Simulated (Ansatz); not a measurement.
# Adsorbates on W(100) at a quarter monolayer

Which adsorbates raise and which lower the work function of W(100), and does electronegativity tell?

Set-up. Ansatz 0.2.0, plane waves with PAW datasets (its set soft_2), PBE; unreconstructed slabs of 5 layers at the tabulated experimental lattice constant with the lower two held, one adsorbate in a 2×2 cell relaxed from the site named, 6×6 k-points (12×12 for the clean 1×1 cell), 18 Å of vacuum, dipole correction. The dipole per adsorbate is the change of the cell's dipole; electronegativities are Pauling's.

Results:

| system | starting site | electronegativity, adsorbate less metal | clean (eV) | covered (eV) | change (eV) | dipole per adsorbate (D) |
| --- | --- | --- | --- | --- | --- | --- |
| Cs/W(100) | hollow | −1.57 | 4.14 | 1.55 | −2.59 | +2.72 |
| K/W(100) | hollow | −1.54 | 4.14 | 1.85 | −2.29 | +2.41 |
| Ba/W(100) | hollow | −1.47 | 4.14 | 1.91 | −2.23 | +2.35 |
| Ca/W(100) | hollow | −1.36 | 4.14 | 2.42 | −1.72 | +1.81 |
| La/W(100) | hollow | −1.26 | 4.14 | 2.58 | −1.56 | +1.63 |
| Y/W(100) | hollow | −1.14 | 4.14 | 2.66 | −1.48 | +1.55 |
| Na/W(100) | hollow | −1.43 | 4.14 | 2.79 | −1.35 | +1.41 |
| Li/W(100) | hollow | −1.38 | 4.14 | 3.60 | −0.54 | +0.55 |
| Mg/W(100) | hollow | −1.05 | 4.14 | 3.81 | −0.33 | +0.34 |
| I/W(100) | hollow | +0.30 | 4.14 | 3.87 | −0.27 | +0.27 |
| O/W(100) | hollow | +1.08 | 4.14 | 3.91 | −0.23 | +0.26 |
| N/W(100) | hollow | +0.68 | 4.14 | 4.05 | −0.09 | +0.09 |
| Br/W(100) | hollow | +0.60 | 4.14 | 4.06 | −0.08 | +0.07 |
| S/W(100) | hollow | +0.22 | 4.14 | 4.07 | −0.08 | +0.08 |
| Cl/W(100) | hollow | +0.80 | 4.14 | 4.18 | +0.04 | −0.06 |
| F/W(100) | hollow | +1.62 | 4.14 | 4.20 | +0.06 | −0.08 |
| C/W(100) | hollow | +0.19 | 4.14 | 4.27 | +0.13 | −0.15 |
| P/W(100) | hollow | −0.17 | 4.14 | 4.33 | +0.19 | −0.21 |

**Answer.** The change runs from −2.59 eV (Cs/W(100)) to +0.19 eV (P/W(100)); falls of over 0.15 eV: 11, rises: 1, in between: 6. Over all rows it follows the electronegativity of the adsorbate loosely (correlation 0.81); among the 9 adsorbates with an electronegativity over 1.8 alone the correlation is −0.21. Of the 6 adsorbates whose electronegativity passes the metal's by 0.25 or more, 0 raise it by over 0.15 eV. A positive dipole has its positive end outwards. Worked for Cs/W(100): +2.72 D is +0.566 e·Å, one in 39.9 Å², and the Helmholtz step −180.95 V·Å × p/A is −2.57 eV against a change of −2.59 eV; what is left is a shift on the thin slab's other side.

What the numbers leave out: One starting site was run; real layers may sit elsewhere, sink into the surface or rebuild it. Changes under about 0.15 eV are within the error of slabs this thin. The runs are without spin. The table is a selection: not every member that was run is listed.
